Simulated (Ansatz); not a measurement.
**Ir(111) with 4 thermally displaced layers, 2x2: scattering by thermal displacements**

How much do lattice vibrations at 273 K scatter the electrons of Ir? Layers with random displacements are laid between perfect leads, and the resistance is followed against their length. The measured value for the pure metal at this temperature is 4.7 µΩ cm (CRC Handbook of Chemistry and Physics, 84th ed., 2003, Electrical Resistivity of Pure Metals).

Program: Ansatz 0.2.0. Level of theory: Ansatz plane-wave DFT, PBE, PAW files; ballistic transport by layer matching (Landauer), zero bias; PAW set soft_1. Results are calculated unless marked as measured.

### Step 1. Starting point

The cell holds 40 atoms: 40 Ir. Its edges and angles: a = 5.430 Å, b = 5.430 Å, c = 22.222 Å, α = 93.5°, β = 86.5°, γ = 120.0°. It derives from Ir. Regions: lead, 24 atoms (24 Ir); scattering region, 16 atoms (16 Ir). The structure is stacked along c, and the current runs across the ab planes.

### Step 2. With 4 displaced layers

Each atom of 4 layers is moved at random, by amounts drawn from a normal law 0.0353 Å wide in each direction from the Debye model (420 K) at 273 K. The layers about the cell's end stay perfect and serve as the lead. Disorder leaves little or no symmetry, which makes such runs dear. Energies from -0.05 to 0.05 eV in steps of 0.05 eV are too few for the program's thermal sum, so it prints no conductance; for a metal the transmission near the Fermi level serves, at a fraction of the cost.

input.yaml reads:

```yaml
crystal:
  lattice:
    - [5.4297315514, 0.0, 0.0]
    - [-2.7148657757, 4.7022854592, 0.0]
    - [1.3574328878, -0.7837142432, 22.1667862353]
  atoms:
    - { symbol: Ir, position: [0.9916666667, 0.0083333333, 0.05] }
    - { symbol: Ir, position: [0.9916666667, 0.5083333333, 0.05] }
    - { symbol: Ir, position: [0.4916666667, 0.0083333333, 0.05] }
    - { symbol: Ir, position: [0.4916666667, 0.5083333333, 0.05] }
    - { symbol: Ir, position: [0.1416666667, 0.3583333333, 0.15] }
    - { symbol: Ir, position: [0.1416666667, 0.8583333333, 0.15] }
    - { symbol: Ir, position: [0.6416666667, 0.3583333333, 0.15] }
    - { symbol: Ir, position: [0.6416666667, 0.8583333333, 0.15] }
    - { symbol: Ir, position: [0.2916666667, 0.2083333333, 0.25] }
    - { symbol: Ir, position: [0.2916666667, 0.7083333333, 0.25] }
    - { symbol: Ir, position: [0.7916666667, 0.2083333333, 0.25] }
    - { symbol: Ir, position: [0.7916666667, 0.7083333333, 0.25] }
    - { symbol: Ir, position: [0.9418182922, 0.057511309, 0.3510202163] }
    - { symbol: Ir, position: [0.9402415403, 0.5544066529, 0.3505760339] }
    - { symbol: Ir, position: [0.453890252, 0.0652587279, 0.3488789245] }
    - { symbol: Ir, position: [0.431085688, 0.5536637366, 0.3500658338] }
    - { symbol: Ir, position: [0.0760550043, 0.4063594891, 0.4480152191] }
    - { symbol: Ir, position: [0.0849447192, 0.9041621628, 0.4494961225] }
    - { symbol: Ir, position: [0.5982923018, 0.4161281104, 0.4497952397] }
    - { symbol: Ir, position: [0.5979625039, 0.9034312865, 0.4505599682] }
    - { symbol: Ir, position: [0.248092826, 0.2588419287, 0.548815579] }
    - { symbol: Ir, position: [0.2338950449, 0.7549544387, 0.5503507788] }
    - { symbol: Ir, position: [0.7343574305, 0.2567202241, 0.5497463488] }
    - { symbol: Ir, position: [0.7458957319, 0.7600397004, 0.5505661215] }
    - { symbol: Ir, position: [0.8867196385, 0.1075681313, 0.6512489011] }
    - { symbol: Ir, position: [0.8962497365, 0.5992801558, 0.652411735] }
    - { symbol: Ir, position: [0.4032830946, 0.114270918, 0.6504212873] }
    - { symbol: Ir, position: [0.3945792039, 0.6198030093, 0.653122762] }
    - { symbol: Ir, position: [0.0416666667, 0.4583333333, 0.75] }
    - { symbol: Ir, position: [0.0416666667, 0.9583333333, 0.75] }
    - { symbol: Ir, position: [0.5416666667, 0.4583333333, 0.75] }
    - { symbol: Ir, position: [0.5416666667, 0.9583333333, 0.75] }
    - { symbol: Ir, position: [0.1916666667, 0.3083333333, 0.85] }
    - { symbol: Ir, position: [0.1916666667, 0.8083333333, 0.85] }
    - { symbol: Ir, position: [0.6916666667, 0.3083333333, 0.85] }
    - { symbol: Ir, position: [0.6916666667, 0.8083333333, 0.85] }
    - { symbol: Ir, position: [0.8416666667, 0.1583333333, 0.95] }
    - { symbol: Ir, position: [0.8416666667, 0.6583333333, 0.95] }
    - { symbol: Ir, position: [0.3416666667, 0.1583333333, 0.95] }
    - { symbol: Ir, position: [0.3416666667, 0.6583333333, 0.95] }
kpoints:
  mp_grid: { grid: [5, 5, 1] }
hamiltonian:
  xc: pbe
  pseudopotentials: { kind: paw, azcp: { folder: soft_1 } }
scf:
  occupations: { method: fermi_dirac, width: 0.1 }
output:
  transmission:
    leads: [[0, 4]]
    kmesh: [10, 10]
    e_range: [-0.05, 0.05]
    de: 0.05
  write_potential: true
  write_density: true
  volumetric_format: npy
  elf: true
```

Launch:

```
ansatz run input.yaml --threads 8 --pin off --max-ram 15360MiB --backend cpu --events-out ev --progress --plain --runs-dir out
```

Numbers of over 12 decimals in the logs are rounded to 6 here.

The log of the run:

```text
Engine: ansatz 0.2.0, x86_64-unknown-linux-gnu
Pseudopotentials: kind: paw
Pseudopotential: Ir, paw, valence charge 17, recommended cutoff 420 eV (normal), soft_1/Ir.paw.azcp
Functional definition: PBE
  parameter kappa = 0.804
  parameter beta = 0.066725
  exchange = pbe_x(kappa = kappa, mu = beta*pi^2/3)
  correlation = pbe_c(beta = beta)
Crystal: 40 atoms, lattice volume = 565.966 Å³
Basis set: ecut = 420 eV, 11009 PW (Γ)
Bands: 408, of which v1, the nominal top of the filled ones, is band 340 counted from 1 (339 counted from 0)
Symmetry: 1 space group operations
Space group: P1 (ITA 1), of the structure as read, at distance tolerance 8.3e-5 Å
k-points: 13 of 25 (time reversal used)
Non-local potential: Ir, projectors of the file, l = 0: 3, l = 1: 2, l = 2: 2, l = 3: 1
PAW form: soft (Blöchl's): semilocal exchange-correlation on the pseudo side does not see the compensation charge
PAW one-centre angular grid: Ir, 590 points (default); XC on 64 Gauss nodes
Initial density: superposition of atomic densities (chi_scale 0.1, normalization cell)
Initial wavefunctions: pseudopotential atomic-orbital guess
Functional: x = pbe(κ = 0.804, μ = 0.219515), c = pbe(β = 0.066725)
SCF iter   1: F=—  HF=-477476.391562 eV  |F-HF|=—  |Δ(HF+E_count)|=         —  Δρ=4.94e-2  dr2=9.82e0  ethr=3.10e-3  ⟨swp⟩=5.0  Hψ=17008  notcnv=0  defer=45
preconditioner: auto → Kerker (q_TF=auto, 2.813 Å⁻¹)  [metal: Δε(μ)=0.011 eV  Ē_g=7.088 eV  σ=0.100 eV  W_gap=0.03  n_scr=228 (ndim 8)  ℏωp=29.6 eV  f_vac=0.000  D(μ)=32.90/eV (n_scr^D=324)]
SCF iter   2: F=—  HF=-477474.124158 eV  |F-HF|=—  |Δ(HF+E_count)|=    2.27e0  Δρ=2.72e-2  dr2=2.88e0  ethr=1.44e-3  ⟨swp⟩=2.0  Hψ=6424  notcnv=0  defer=254
SCF iter   3: F=—  HF=-477473.302511 eV  |F-HF|=—  |Δ(HF+E_count)|=   8.22e-1  Δρ=3.19e-3  dr2=2.11e-2  ethr=4.23e-4  ⟨swp⟩=2.0  Hψ=7927  notcnv=0  defer=254
SCF iter   4: F=—  HF=-477473.309342 eV  |F-HF|=—  |Δ(HF+E_count)|=   6.83e-3  Δρ=5.60e-4  dr2=1.90e-3  ethr=3.10e-6  ⟨swp⟩=2.1  Hψ=8404  notcnv=0  defer=254
SCF iter   5: F=—  HF=-477473.308987 eV  |F-HF|=—  |Δ(HF+E_count)|=   3.55e-4  Δρ=9.14e-5  dr2=4.70e-5  ethr=2.80e-7  ⟨swp⟩=2.0  Hψ=7325  notcnv=0  defer=254
SCF iter   6: F=—  HF=-477473.309797 eV  |F-HF|=—  |Δ(HF+E_count)|=   8.09e-4  Δρ=1.82e-5  dr2=7.13e-6  ethr=6.91e-9  ⟨swp⟩=2.0  Hψ=5121  notcnv=0  defer=254
SCF iter   7: F=—  HF=-477473.309797 eV  |F-HF|=—  |Δ(HF+E_count)|=   3.88e-8  Δρ=3.46e-6  dr2=5.84e-7  ethr=1.05e-9  ⟨swp⟩=1.0  Hψ=5048  notcnv=0  defer=254
SCF iter   8: F=-477473.309797 eV  HF=-477473.309797 eV  |F-HF|=2.56e-8  |Δ(HF+E_count)|=  7.57e-10  Δρ=1.39e-6  dr2=3.01e-8  ethr=1.47e-11  ⟨swp⟩=7.0  Hψ=12668  notcnv=0
SCF 1 converged in 8 iterations: F = -477473.309797 eV  dr2 = 3.01e-8
  greatest PAW one-centre occupation: 1.000 electrons in one spin orbital (limit 2), on the Ir atom at site 13 (counted from 0), in its partial waves of l = 0
transmission: 213 of 2080 steps passed
transmission: 417 of 2080 steps passed
[...]
transmission: 2080 of 2080 steps passed
SCF converged after 8 iterations
Free energy (F): -477473.309797 eV
Harris-Foulkes:  -477473.309797 eV  (|F-HF|=2.56e-8)
Internal energy: -477472.144263 eV  (E = F + TS)
E sigma→0 (E₀):  -477472.727030 eV
Entropy (-TS):   -1.165533 eV (-29.138 meV/atom)
Fermi energy:    25.825655 eV
--- Per-component energies (eV) ---
  E_band       = -3319.349311
  E_kinetic    = 21622.236002
  E_local      = -43989.320859  (includes V_loc(G=0)·N_el)
  E_nonlocal   = 7595.890082
  E_hartree    = 16479.507752
  E_xc         = -9223.865745
  E_vxc        = -10287.147446  (∫ρ·V_xc dr)
  E_paw        = -370607.058326  (= ΣΔE_a)
  E_vpaw       = -11220.053933  (= ΣTr[D̂ρ^β])
  E_aug_tail   = 0.013794  (compensation charges beyond the density's cutoff)
  E_ewald      = -99349.546962
  E_smearing   = -1.165533  (= −TS)
  E_closure    = 0.000000  (closes the sum)
  Σ components = -477473.309797   (vs F -477473.309797, Δ=0.00e0)
--- Band table (eV; the first three rows and the last of 13) ---
  k-point 0: bands = [... 336 lower, 26.6732, 26.6884, 26.6970, 26.6994, 26.7028, 26.7081, 26.7110, 26.7141, ... 64 higher]
  k-point 1: bands = [... 336 lower, 26.1066, 26.1224, 26.1350, 26.1540, 26.1802, 26.2306, 26.2519, 26.2766, ... 64 higher]
  k-point 2: bands = [... 336 lower, 25.1306, 25.1719, 25.2177, 25.3434, 25.3659, 25.3880, 25.4933, 25.5124, ... 64 higher]
  k-point 12: bands = [... 336 lower, 25.7375, 25.7889, 25.8247, 25.8443, 25.8591, 25.8812, 25.9070, 25.9360, ... 64 higher]
--- Transmission ---
  basis      : 223 plane waves across, 40 finite elements along
  points     : 52, standing for a mesh of 10 x 10
  energies   : 3 from -0.050000 to 0.050000 eV about the Fermi level, 0.050000 eV apart; the leads are filled to 0.000000 eV, and channels, transmission and decay are at 0.000000 eV
  crystal 0  : Ir4, at the sites [0, 4], period 2.2167 Å, over 13.30 Å; its Hamiltonian steps by up to 4.8 meV
    offset         : up to 0.0000 Å between an atom of the period and one for which it stands
    channels       : 5.780000e0 a spin
    conductance    : none, the energies end too early or step too widely for 300 K: set another output.transmission.e_range or a lower de, or, where they end at an eighth of basis.ecutwfc, a higher one
  junction   : crystal 0 to crystal 0, 0.70 to 20.65 Å
    transmission   : 5.544075e0 a spin
    conductance    : none, the energies end too early or step too widely for 300 K: set another output.transmission.e_range or a lower de, or, where they end at an eighth of basis.ecutwfc, a higher one
```

Elapsed: 2.7 min, on 8 threads of Intel Xeon at 2.60GHz (Ice Lake), shared host; peak memory 8.4 GiB.

Reading the cycles: dr2 is the Hartree energy of the density residual (eV), the measure of convergence; HF is the Harris–Foulkes estimate of the energy, which meets the free energy F at convergence.

Numbers from this step:

| Item | Value |
| --- | --- |
| free energy | -477473.3098 eV |
| energy at zero smearing | -477472.7270 eV |
| Fermi energy | 25.83 eV |
| cell area | 25.53 Å² |
| transmission per spin nearest the Fermi level | 5.544 |
| open channels per spin nearest the Fermi level | 5.78 |
| step of the lead's potential | 4.8 meV |

Per spin. The transmission, zone mean by energy, zero at the Fermi level:

| energy (eV) | transmission, zone mean |
| --- | --- |
| -0.0500 | 5.67 |
| 0.0000 | 5.54 |
| 0.0500 | 5.83 |

Per spin. The open channels, zone mean, lead by energy, zero at the Fermi level:

| energy (eV) | open channels, zone mean, lead |
| --- | --- |
| -0.0500 | 5.9 |
| 0.0000 | 5.78 |
| 0.0500 | 6.14 |

Transmission over k1 and k2. At 0.0000 eV from the Fermi level.

Ten even steps from '_' (3.21) to '@' (7.85):
```
++++--__--++++++++++
----++##**++----++++
--..##------**..--++
++--**--@@@@--##--++
++++++--@@@@@@--++++
++++--##--@@@@--**--
--++--..**------##..
--++++----++**##++--
++++++++++++--__--++
++++----++++++----++
```
Columns: k1 (b1) from -0.5 to 0.4; rows upwards: k2 (b2) from -0.5 to 0.4.

Open channels over k1 and k2. At 0.0000 eV from the Fermi level.

Values, 10 rows by 10 columns:
```
6.00 6.00 5.00 4.00 5.00 6.00 6.00 6.00 6.00 6.00
5.00 5.00 6.00 7.00 7.00 6.00 5.00 5.00 6.00 6.00
5.00 4.00 7.00 5.00 5.00 5.00 7.00 4.00 5.00 6.00
6.00 5.00 7.00 5.00 8.00 8.00 5.00 7.00 5.00 6.00
6.00 6.00 6.00 5.00 8.00 8.00 8.00 5.00 6.00 6.00
6.00 6.00 5.00 7.00 5.00 8.00 8.00 5.00 7.00 5.00
5.00 6.00 5.00 4.00 7.00 5.00 5.00 5.00 7.00 4.00
5.00 6.00 6.00 5.00 5.00 6.00 7.00 7.00 6.00 5.00
6.00 6.00 6.00 6.00 6.00 6.00 5.00 4.00 5.00 6.00
6.00 6.00 5.00 5.00 6.00 6.00 6.00 5.00 5.00 6.00
```
Columns: k1 (b1) from -0.5 to 0.4; rows upwards: k2 (b2) from -0.5 to 0.4.

Valence density in the ca plane at fractional y = 0.416, with atoms of Ir within 0.2 Å of it. It is the smooth field of the valence electrons, not physical close to the nuclei.

Ten even steps from '0' (0.2 e/Å³) to '9' (9.6 e/Å³), each cell a mean:
```
00000000000012100012100000000000000136520000
00000000000023200000000011100001000001100001
12100000000012100000000012100001100000000024
67410000000000000022100001100000000000000025
78510000000000000268510000000000000012100013
45310000000000000279720000000000000147520000
11000000000000000147510000000000000169830000
00000000000012100011100000000000000136520000
00000000000123200000000012100000000001100001
12100000000022100000000012100000000000000024
67410000000000000011100001000000000000000035
78510000000000000257410000000000000012100013
45310000000000000389720000000000000147520000
11000000000000000268510000000000000169830000
```
Columns run along c (16.0 Å, from fractional 0.14 to 0.86 of the cell), rows up along a (5.4 Å). Atoms in or near the plane, at fractional coordinates: Ir at (0.45, 0.08), Ir at (0.45, 0.60), Ir at (0.75, 0.04), Ir at (0.75, 0.54).

ELF in the ca plane at fractional y = 0.416, with atoms of Ir within 0.2 Å of it. It is the smooth field of the valence electrons, not physical close to the nuclei.

Values, 8 rows by 16 columns, each cell a mean:
```
0.30 0.24 0.30 0.30 0.42 0.38 0.35 0.37 0.30 0.33 0.27 0.32 0.30 0.50 0.38 0.30
0.45 0.29 0.31 0.28 0.39 0.35 0.32 0.33 0.32 0.41 0.30 0.35 0.27 0.30 0.30 0.47
0.57 0.35 0.30 0.21 0.26 0.30 0.46 0.49 0.29 0.30 0.24 0.31 0.29 0.41 0.32 0.42
0.45 0.31 0.31 0.24 0.27 0.29 0.46 0.50 0.29 0.28 0.19 0.29 0.31 0.54 0.42 0.30
0.30 0.24 0.30 0.30 0.42 0.37 0.32 0.33 0.31 0.34 0.26 0.30 0.30 0.50 0.38 0.30
0.45 0.29 0.31 0.29 0.40 0.36 0.30 0.29 0.32 0.41 0.29 0.30 0.26 0.30 0.30 0.47
0.57 0.35 0.30 0.21 0.26 0.29 0.45 0.47 0.29 0.30 0.24 0.29 0.29 0.41 0.32 0.42
0.45 0.31 0.31 0.24 0.28 0.30 0.47 0.50 0.29 0.28 0.18 0.30 0.31 0.54 0.41 0.30
```
Columns run along c (16.0 Å, from fractional 0.14 to 0.86 of the cell), rows up along a (5.4 Å). Atoms in or near the plane, at fractional coordinates: Ir at (0.45, 0.08), Ir at (0.45, 0.60), Ir at (0.75, 0.04), Ir at (0.75, 0.54).

Electrostatic potential energy in the ca plane at fractional y = 0.416, with atoms of Ir within 0.2 Å of it. With pseudopotentials it is smooth inside the atoms' cores, unlike the true potential.

Values in eV, 8 rows by 16 columns, each cell a mean:
```
 22  26  15  21  -5   6  12   7  20  11  24  16  21 -19   4  18
-11  21  20  23   2   9  18  17  16  -4  20   5  22  21  23 -11
-42  10  25  27  24  23 -16 -23  21  17  25  20  22  -1  16  -4
-11  19  23  26  22  23 -17 -29  22  25  27  25  18 -38  -6  22
 22  26  15  21  -4   8  17  12  19   8  25  21  22 -19   4  18
-11  21  20  23  -1   8  21  21  16  -4  22  13  24  21  23 -11
-42  10  25  27  23  23 -14 -16  23  19  26  21  23  -1  16  -4
-11  19  23  26  20  21 -22 -29  23  26  27  25  18 -38  -7  22
```
Columns run along c (16.0 Å, from fractional 0.14 to 0.86 of the cell; values clipped at the 3rd and 97th percentile), rows up along a (5.4 Å). Atoms in or near the plane, at fractional coordinates: Ir at (0.45, 0.08), Ir at (0.45, 0.60), Ir at (0.75, 0.04), Ir at (0.75, 0.54).

Over the solved energies the transmission per spin lies between 5.54 and 5.83, out of 5.94 channels of the lead on average (up to 6.14).

(Part 1 of 2 ends here.)

[Logs are printed without paths, hosts, clocks, repeated set-up lines and the standing remarks that a program may print on its own settings, such as how far it seeks lower states.]

[Hosts, paths, dates, database ids (printed as entryN), source tags and the programs' standing remarks are cut or masked in the printed files.]
